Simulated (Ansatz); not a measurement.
# Ge19.7S70.5Sb9.8 (122 atoms) in the fluid state

Aim: follow Ge19.7S70.5Sb9.8 (122 atoms) in the fluid state with forces from DFT, and read its local order and motion.

Program: Ansatz 0.2.0. Level of theory: Kohn-Sham DFT, PBE+D3(BJ), PAW (set soft_2), plane waves. Results are calculated unless marked as measured.

## 1. Set-up

The cell holds 122 atoms: 24 Ge, 86 S and 12 Sb. Its edges and angles: a = 14.871 Å, b = 14.871 Å, c = 14.871 Å, α = 90.0°, β = 90.0°, γ = 90.0°. 122 atoms (24 Ge, 86 S, 12 Sb) packed at random in a cube at 3.01 g/cm³ and pushed apart as soft spheres; a start for melting by ab initio MD, not an equilibrated structure. The starting density is a measured one.

What the set-up can't give: Sampling is at Γ alone, for a cell whose shortest periodic width is 15 Å. Spin–orbit coupling is left out, which matters for the levels of the heavy elements.

## 2. Single point at the start

A single point comes first, to see the forces before anything moves.

input.yaml reads:

```yaml
crystal:
  lattice:
    - [14.8711, 0.0, 0.0]
    - [0.0, 14.8711, 0.0]
    - [0.0, 0.0, 14.8711]
  atoms:
    - { symbol: Ge, position: [0.85092, 0.0205, 0.92189] }
    - { symbol: Ge, position: [0.6762, 0.91815, 0.041] }
    - { symbol: Ge, position: [0.99777, 0.44614, 0.08947] }
    - { symbol: Ge, position: [0.65713, 0.17996, 0.33258] }
    - { symbol: Ge, position: [0.0396, 0.79408, 0.06337] }
    - { symbol: Ge, position: [0.52329, 0.3505, 0.28362] }
    - { symbol: Ge, position: [0.07549, 0.04577, 0.89853] }
    - { symbol: Ge, position: [0.49222, 0.54015, 0.29812] }
    - { symbol: Ge, position: [0.59168, 0.1382, 0.65142] }
    - { symbol: Ge, position: [0.82561, 0.31796, 0.80196] }
    - { symbol: Ge, position: [0.95754, 0.57135, 0.63464] }
    - { symbol: Ge, position: [0.31763, 0.64981, 0.69155] }
    - { symbol: Ge, position: [0.51293, 0.24785, 0.43499] }
    - { symbol: Ge, position: [0.80089, 0.27374, 0.60423] }
    - { symbol: Ge, position: [0.8089, 0.54751, 0.93105] }
    - { symbol: Ge, position: [0.24482, 0.36519, 0.25507] }
    - { symbol: Ge, position: [0.70057, 0.59472, 0.23451] }
    - { symbol: Ge, position: [0.24959, 0.83516, 0.85353] }
    - { symbol: Ge, position: [0.33964, 0.71039, 0.03129] }
    - { symbol: Ge, position: [0.16884, 0.05139, 0.33359] }
    - { symbol: Ge, position: [0.40984, 0.00999, 0.89076] }
    - { symbol: Ge, position: [0.34133, 0.26171, 0.56652] }
    - { symbol: Ge, position: [0.80553, 0.11734, 0.48202] }
    - { symbol: Ge, position: [0.09285, 0.91009, 0.17326] }
    - { symbol: S, position: [0.76855, 0.48493, 0.56792] }
    - { symbol: S, position: [0.82335, 0.19692, 0.91712] }
    - { symbol: S, position: [0.34266, 0.99952, 0.74266] }
    - { symbol: S, position: [0.51219, 0.88014, 0.87238] }
    - { symbol: S, position: [0.96248, 0.2323, 0.24711] }
    - { symbol: S, position: [0.16901, 0.82005, 0.30511] }
    - { symbol: S, position: [0.12119, 0.66391, 0.28822] }
    - { symbol: S, position: [0.51253, 0.64349, 0.66142] }
    [... 84 atom lines left out ...]
    - { symbol: Sb, position: [0.64532, 0.19577, 0.15634] }
    - { symbol: Sb, position: [0.06822, 0.70908, 0.7971] }
    - { symbol: Sb, position: [0.1277, 0.86837, 0.49482] }
    - { symbol: Sb, position: [0.50534, 0.60929, 0.95277] }
    - { symbol: Sb, position: [0.98047, 0.04116, 0.59691] }
    - { symbol: Sb, position: [0.70695, 0.09359, 0.00363] }
kpoints:
  mp_grid: { grid: [1, 1, 1] }
hamiltonian:
  xc: pbe
  dispersion: d3bj
scf:
  occupations: { method: fermi_dirac, width: 0.138 }
output:
  forces: true
```

Started as:

```sh
$ ansatz run input.yaml --threads 32 --pin off --max-ram 143360MiB --backend cuda --events-out ev --progress --plain --runs-dir out
```

Numbers of over 12 decimals in the logs are rounded to 6 here.

The program printed:

```text
band count auto-derived: 651 (N_el = 1032.0; filled up to band 516; 638 by the electrons, moments and atoms)
Engine: ansatz 0.2.0, aarch64-unknown-linux-gnu
Pseudopotentials: kind: paw
Pseudopotential: Ge, paw, valence charge 14, recommended cutoff 420 eV (normal), Ge.paw.azcp
Pseudopotential: S, paw, valence charge 6, recommended cutoff 420 eV (normal), S.paw.azcp
Pseudopotential: Sb, paw, valence charge 15, recommended cutoff 420 eV (normal), Sb.paw.azcp
[... 5 lines on functional and potentials left out ...]
device memory: the entry about to start is reckoned to put 7.5 GiB on a device that reports 182.5 GiB free
GPU FFT provider: cuFFT
GPU libraries: cuBLAS 13.8.1, cuFFT 12.4.0, cuSOLVER 12.3.2
GPU matrix products: emulated (plane waves: as basis.precision tells), large ones in fixed point in workspaces of 1.00 GiB
Crystal: 122 atoms, lattice volume = 3288.738 Å³
Basis set: ecut = 420 eV, 64229 PW (Γ), exchange–correlation on 200×200×200 points (8 copies of the dense FFT grid, shifted against one another)
Bands: 651, of which v1, the nominal top of the filled ones, is band 516 counted from 1 (515 counted from 0)
Symmetry: 1 space group operations
Space group: P1 (ITA 1), of the structure as read, at distance tolerance 1.5e-4 Å
k-points: 1
[... 7 lines on functional and potentials left out ...]
Initial density: superposition of atomic densities (neutral atoms: chi_scale 0, normalization atom), corrected by the library's trained network
Initial wavefunctions: pseudopotential atomic-orbital guess
GPU buffer pool allocated for 1000000 grid points (all kernels)
GPU transforms: local potential and band sums: pruned to the plane-wave sphere, on 100×100×100
Functional: x = pbe(κ = 0.804, μ = 0.219515), c = pbe(β = 0.066725)
SCF iter   1: F=—  HF=-258417.379416 eV  |F-HF|=—  |Δ(HF+E_count)|=         —  Δρ=4.61e-3  dr2=2.57e0  ethr=1.77e-3  ⟨swp⟩=6.0  Hψ=2538  notcnv=0
preconditioner: auto → LDOS  [metal: Δε(μ)=0.035 eV  Ē_g=7.392 eV  σ=0.138 eV  W_gap=0.06  n_scr=618 (ndim 8)  ℏωp=16.8 eV  f_vac=0.050  D(μ)=93.61/eV (n_scr^D=618)  β→1.0]
SCF iter   2: F=—  HF=-258417.228679 eV  |F-HF|=—  |Δ(HF+E_count)|=   1.51e-1  Δρ=1.84e-3  dr2=1.45e-1  ethr=2.49e-4  ⟨swp⟩=1.0  Hψ=749  notcnv=0
SCF iter   3: F=—  HF=-258417.209547 eV  |F-HF|=—  |Δ(HF+E_count)|=   1.91e-2  Δρ=6.99e-4  dr2=3.69e-2  ethr=1.41e-5  ⟨swp⟩=2.0  Hψ=1176  notcnv=0
SCF iter   4: F=—  HF=-258417.203138 eV  |F-HF|=—  |Δ(HF+E_count)|=   6.41e-3  Δρ=1.79e-4  dr2=2.42e-3  ethr=3.57e-6  ⟨swp⟩=2.0  Hψ=1167  notcnv=0
SCF iter   5: F=—  HF=-258417.201650 eV  |F-HF|=—  |Δ(HF+E_count)|=   1.49e-3  Δρ=5.76e-5  dr2=2.82e-4  ethr=2.34e-7  ⟨swp⟩=2.0  Hψ=1141  notcnv=0
SCF iter   6: F=—  HF=-258417.203769 eV  |F-HF|=—  |Δ(HF+E_count)|=   2.12e-3  Δρ=1.93e-5  dr2=3.22e-5  ethr=2.74e-8  ⟨swp⟩=2.0  Hψ=1154  notcnv=0
SCF iter   7: F=—  HF=-258417.203769 eV  |F-HF|=—  |Δ(HF+E_count)|=   2.75e-7  Δρ=5.98e-6  dr2=3.03e-6  ethr=3.12e-9  ⟨swp⟩=2.0  Hψ=1145  notcnv=0
SCF iter   8: F=-258417.203769 eV  HF=-258417.203769 eV  |F-HF|=1.74e-7  |Δ(HF+E_count)|=   1.05e-7  Δρ=2.15e-6  dr2=3.66e-7  ethr=9.69e-11  ⟨swp⟩=4.0  Hψ=1957  notcnv=0
WARN: dispersion: an atom stands within reach of a switch of its C6 between two reference coordination numbers of its element: through that C6 alone, e_disp changes by 0.025 eV or more while the distances to its neighbours run over a stretch of 0.05 Å that contains this geometry (sites counted from 0 in the run's list of atoms or, [...]
SCF 1 converged in 8 iterations: F = -258417.203769 eV  dr2 = 3.66e-7
  greatest PAW one-centre occupation: 0.998 electrons in one spin orbital (limit 2), on the Ge atom at site 9 (counted from 0), in its partial waves of l = 2
SCF converged after 8 iterations
Free energy (F): -258417.203769 eV
Harris-Foulkes:  -258417.203769 eV  (|F-HF|=1.74e-7)
Internal energy: -258411.284620 eV  (E = F + TS)
E sigma→0 (E₀):  -258414.244195 eV
Entropy (-TS):   -5.919148 eV (-48.518 meV/atom)
Fermi energy:    4.383931 eV
--- Per-component energies (eV) ---
  E_band       = -8727.844107
  E_kinetic    = 13867.185725
  E_local      = -112923.906225  (includes V_loc(G=0)·N_el)
  E_nonlocal   = 16767.420473
  E_hartree    = 48547.397616
  E_xc         = -11602.586222
  E_vxc        = -9918.054820  (∫ρ·V_xc dr)
  E_paw        = -154856.490929  (= ΣΔE_a)
  E_vpaw       = -13615.296277  (= ΣTr[D̂ρ^β])
  E_aug_tail   = 0.007477  (compensation charges beyond the density's cutoff)
  E_ewald      = -58178.324698
  E_disp       = -31.987837  (pairwise vdW)
  E_smearing   = -5.919148  (= −TS)
  E_closure    = 0.000000  (closes the sum)
  Σ components = -258417.203769   (vs F -258417.203769, Δ=0.00e0)
--- Forces (eV/Å), atoms counted from 1 ---
[... 122 lines of forces left out ...]
  max |Σ_I F_I| component: 1.98e-4 eV/Å
```

Run time: 2.7 s. Hardware: 1 × NVIDIA GB200 with 32 threads of Arm Neoverse V2, shared host; peak memory 1.7 GiB.

In the SCF lines HF is the Harris–Foulkes energy and dr2 the Hartree energy of the density residual, in eV; the loop may stop once dr2 is under the threshold and the program's other checks hold. Hψ counts applications of the Hamiltonian.

That memory is the host's; the program planned up to 7.5 GiB on the GPU. Forces of this run were stored rounded, and per-atom blocks of the log weren't kept.

The program notes that the dispersion model switches parameters near this geometry.

The run gave:

- free energy: -258417.2038 eV
- free energy per atom: -2118.1738 eV/atom
- SCF cycles: 8
- r.m.s. force component: 0.7148 eV/Å
- longest force: 2.78 eV/Å
- Fermi energy: 4.384 eV

The r.m.s. force component of 0.71 eV/Å sets the starting point.

Length of the force by element:

```
element  coordination  atoms  mean length of the force (eV/Å)  spread  least  most
     Ge           all     24                            0.867   0.547  0.117  2.78
      S           all     86                             1.17   0.529  0.169  2.77
     Sb           all     12                             1.18   0.567  0.586  2.36
```

## 3. Melting at 1600 K

The random start is held at a high temperature, to make it forget its packing.

Changes to input.yaml since step 2:

```diff
@@ -16 +16,8 @@
   forces: true
+md:
+  timestep: 3
+  n_steps: 340
+  ensemble: nvt_langevin
+  temperature: 1600
+  initial_velocities: maxwell_boltzmann
+  seed: 7535
```

The program printed:

```text
Warning: md: disabling space-group detection — thermal motion breaks the input geometry's symmetry, so no spatial operation reduces the k-mesh or symmetrises the density; time reversal is kept, so that k and −k are solved as one point where they differ and the mesh holds both, and exact exchange and, on two spinor components, a DFT+U term hold to it where the run has them: [...]
[...]
Crystal: 122 atoms, lattice volume = 3288.738 Å³
Basis set: ecut = 420 eV, 64229 PW (Γ), exchange–correlation on 200×200×200 points (8 copies of the dense FFT grid, shifted against one another)
Bands: 651, of which v1, the nominal top of the filled ones, is band 516 counted from 1 (515 counted from 0)
Symmetry: 1 space group operations
k-points: 1
[...]
SCF iter   1: F=—  HF=-258417.379415 eV  |F-HF|=—  |Δ(HF+E_count)|=         —  Δρ=4.61e-3  dr2=2.57e0  ethr=1.77e-3  ⟨swp⟩=6.0  Hψ=2538  notcnv=0
[...]
SCF iter   2: F=—  HF=-258417.228680 eV  |F-HF|=—  |Δ(HF+E_count)|=   1.51e-1  Δρ=1.84e-3  dr2=1.45e-1  ethr=2.49e-4  ⟨swp⟩=1.0  Hψ=749  notcnv=0
[...]
SCF iter   9: F=-258417.203769 eV  HF=-258417.203769 eV  |F-HF|=1.36e-8  |Δ(HF+E_count)|=   3.73e-8  Δρ=7.08e-7  dr2=3.89e-8  ethr=9.69e-12  ⟨swp⟩=4.0  Hψ=2009  notcnv=0
[...]
SCF 1 converged in 9 iterations: F = -258417.203769 eV  dr2 = 3.89e-8
[...]
md step    16: t =    48.00 fs  T =  2776.4 K  F+E_penalty+E_count = -258445.11574074 eV  E_kin = 43.783513 eV  (8 SCF iters, 3 dispersion substeps)
[... from here on, the SCF cycles and remarks between the steps are left out ...]
md step    44: t =   132.00 fs  T =  2284.6 K  F+E_penalty+E_count = -258456.99606203 eV  E_kin = 36.026771 eV  (8 SCF iters, 3 dispersion substeps)
md step    72: t =   216.00 fs  T =  1875.7 K  F+E_penalty+E_count = -258462.04957247 eV  E_kin = 29.579348 eV  (8 SCF iters)
md step   100: t =   300.00 fs  T =  1704.8 K  F+E_penalty+E_count = -258464.56728406 eV  E_kin = 26.883584 eV  (9 SCF iters, 3 dispersion substeps)
md step   128: t =   384.00 fs  T =  1787.4 K  F+E_penalty+E_count = -258468.92579632 eV  E_kin = 28.187544 eV  (8 SCF iters, 3 dispersion substeps)
md step   156: t =   468.00 fs  T =  1614.0 K  F+E_penalty+E_count = -258466.06208565 eV  E_kin = 25.451782 eV  (7 SCF iters)
md step   184: t =   552.00 fs  T =  1651.2 K  F+E_penalty+E_count = -258470.77942139 eV  E_kin = 26.038289 eV  (9 SCF iters)
md step   212: t =   636.00 fs  T =  1643.1 K  F+E_penalty+E_count = -258469.06815851 eV  E_kin = 25.911276 eV  (8 SCF iters)
md step   240: t =   720.00 fs  T =  1647.2 K  F+E_penalty+E_count = -258470.57827224 eV  E_kin = 25.976488 eV  (11 SCF iters)
md step   268: t =   804.00 fs  T =  1657.4 K  F+E_penalty+E_count = -258469.76586877 eV  E_kin = 26.136270 eV  (8 SCF iters)
md step   296: t =   888.00 fs  T =  1619.2 K  F+E_penalty+E_count = -258470.01252680 eV  E_kin = 25.534321 eV  (9 SCF iters)
md step   324: t =   972.00 fs  T =  1722.5 K  F+E_penalty+E_count = -258470.55649746 eV  E_kin = 27.164062 eV  (8 SCF iters)
md step   339: t =  1017.00 fs  T =  1740.1 K  F+E_penalty+E_count = -258471.78909592 eV  E_kin = 27.441478 eV  (8 SCF iters)
md step   340: t =  1020.00 fs  T =  1718.3 K  F+E_penalty+E_count = -258472.12239037 eV  E_kin = 27.096612 eV  (10 SCF iters)
SCF converged after 10 iterations
Free energy (F): -258472.122390 eV
[...]
Internal energy: -258469.110926 eV  (E = F + TS)
E sigma→0 (E₀):  -258470.616658 eV
Entropy (-TS):   -3.011464 eV (-24.684 meV/atom)
Fermi energy:    4.655821 eV
[...]
--- Forces (eV/Å), atoms counted from 1 ---
[... 122 lines of forces left out ...]
  max |Σ_I F_I| component: 1.27e-5 eV/Å
--- MD trajectory: 340 steps, t = 0.0 → 1020.0 fs ---
  final state: T = 1718.3 K   F+E_penalty+E_count = -258472.12239037 eV   E_kin = 27.096612 eV
```

Elapsed: 4.1 min, on 1 × NVIDIA GB200 with 32 threads; peak memory 1.9 GiB; 15 min of CPU time.

That memory is the host's.

The program notes that it switched symmetry off.

Rows from the run:

```csv
time (fs),T (K),potential (meV/atom)
0.0,1587,0.0
72.0,2526,-281.2
132.0,2285,-326.2
204.0,2040,-356.3
276.0,1665,-386.3
336.0,1671,-398.6
408.0,1589,-413.4
480.0,1597,-398.2
540.0,1700,-426.8
612.0,1593,-418.1
684.0,1656,-427.3
744.0,1658,-434.3
816.0,1575,-437.5
888.0,1619,-432.9
948.0,1625,-436.5
1020.0,1718,-450.2
```

Mean square displacement from the first frame to the last: Ge 4.6 Å², S 6.4 Å², Sb 3.2 Å².

Mean square displacement against time lag:

```
time lag (fs)  Ge (Å²)   S (Å²)  Sb (Å²)
            3   5.5e-4  0.00124   3.2e-4
           24   0.0326   0.0701   0.0189
           45    0.102    0.204   0.0599
           66    0.194    0.361    0.115
           87    0.298    0.523    0.179
          108    0.408    0.684    0.248
          129    0.522    0.839    0.320
          150    0.639    0.987    0.394
          171    0.756     1.13    0.469
          192    0.870     1.27    0.543
          213    0.980     1.40    0.617
          234     1.09     1.52    0.689
          255     1.19     1.64    0.762
          276     1.29     1.76    0.833
          297     1.38     1.87    0.903
          318     1.47     1.98    0.973
          339     1.56     2.09     1.04
          360     1.64     2.19     1.11
          381     1.73     2.30     1.18
          402     1.81     2.40     1.25
          423     1.89     2.51     1.31
          444     1.97     2.61     1.37
          465     2.05     2.71     1.43
          486     2.14     2.82     1.49
          510     2.25     2.93     1.56
```

From 273 steps of 3.0 fs, resolution about 41 cm-1. Vibrational density of states against wavenumber; read off at these points; values in 1e-3 per cm⁻¹:

```
wavenumber (cm⁻¹)       Ge       S       Sb
                0    0.853    1.81    0.684
               41     1.02    2.14    0.636
               61     1.07    2.35    0.548
               82    0.981    2.41    0.441
              122    0.623    2.18    0.295
              163     0.41    1.91    0.246
              204    0.316    1.36    0.166
              244    0.299    1.09    0.105
              285    0.161   0.828   0.0803
              326     0.13   0.705   0.0465
              367      0.1   0.561   0.0324
              407   0.0627    0.51   0.0266
              448   0.0449   0.421    0.019
              489   0.0322   0.339   0.0142
              530   0.0258   0.233   0.0133
              570   0.0228   0.173   0.0118
              611   0.0216    0.15   0.0114
              652   0.0183   0.115  0.00699
              692   0.0124  0.0795  0.00668
              733   0.0104  0.0646  0.00596
              754   0.0115  0.0617  0.00509
              794   0.0133  0.0556  0.00435
              835   0.0107  0.0456  0.00383
              876  0.00952  0.0407  0.00375
              916  0.00939  0.0373  0.00362
              957  0.00891  0.0301  0.00396
              998  0.00636  0.0258   0.0038
             1039  0.00722  0.0259  0.00347
             1079  0.00721  0.0229  0.00407
             1120  0.00573  0.0232  0.00368
             1161   0.0054  0.0186  0.00294
             1202  0.00518  0.0188  0.00244
             1242  0.00435  0.0197  0.00238
             1283  0.00414  0.0169  0.00236
             1324  0.00415  0.0138  0.00246
             1364  0.00364  0.0131  0.00184
             1405  0.00378  0.0132  0.00176
             1446  0.00337  0.0124  0.00152
             1487  0.00316  0.0113   0.0021
```

Over the second half of 1020 fs the temperature averages 1658 K with swings of 90 K r.m.s. From first frame to last S has the largest mean square displacement, 6.4 Å² at the end; the farthest move is 4.63 Å. By the end of the lags followed (0.51 ps), the least mobile element has a mean square displacement of 1.6 Å², too little over such short lags to show that the memory of the start is lost. The vibrational density of states (Ge) has its highest peak at 61.1 cm⁻¹. The Langevin noise broadens this spectrum and gives it a smooth tail at high frequency. The run spans 1.02 ps, too short for its means to be equilibrium values.

(Part 1 of 2 ends here.)

[Logs are printed without paths, hosts, clocks, repeated set-up lines and the standing remarks that a program may print on its own settings, such as how far it seeks lower states.]

[Hosts, paths, dates, database ids (printed as entryN), source tags and the programs' standing remarks are cut or masked in the printed files.]
